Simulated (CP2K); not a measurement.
The C K edge of 2-formylpyrimidine was computed by TDDFT (CP2K XAS_TDP, aug-cc-pVDZ, TDA) at these levels: PBEh(45%), PBEh(45%) + GW2X and PBEh(60%). The first three lines of C2 (bonded to C, O and H) with a strength over 0.0015, energy in eV and strength:

```csv
run,first,second,third
1,288.00 (0.057),292.78 (0.013),293.73 (0.014)
2,281.24 (0.058),286.02 (0.013),286.97 (0.014)
3,285.00 (0.069),291.03 (0.005),291.23 (0.006)
```

Question: Which run is which?

Run 1: PBEh(45%) + GW2X (45 % exact exchange). Run 2: PBEh(45%) (45 % exact exchange). Run 3: PBEh(60%) (60 % exact exchange). Self-interaction lifts the core level, so the uncorrected lines rise with the share of exact exchange. The GW2X run keeps the spacings of its parent: 4.78 eV between the first two lines in run 1, 4.78 eV in run 2. Its shift is +6.76 eV, since the Kohn–Sham level at this share of exchange lies that far above the quasiparticle level.

[Banner, clock and machine lines of the logs are left out without a mark of their own.]

[Logs are printed without paths, hosts, clocks, repeated set-up lines and the standing remarks that a program may print on its own settings, such as how far it seeks lower states.]

[Hosts, paths, dates, database ids (printed as entryN), source tags and the programs' standing remarks are cut or masked in the printed files.]
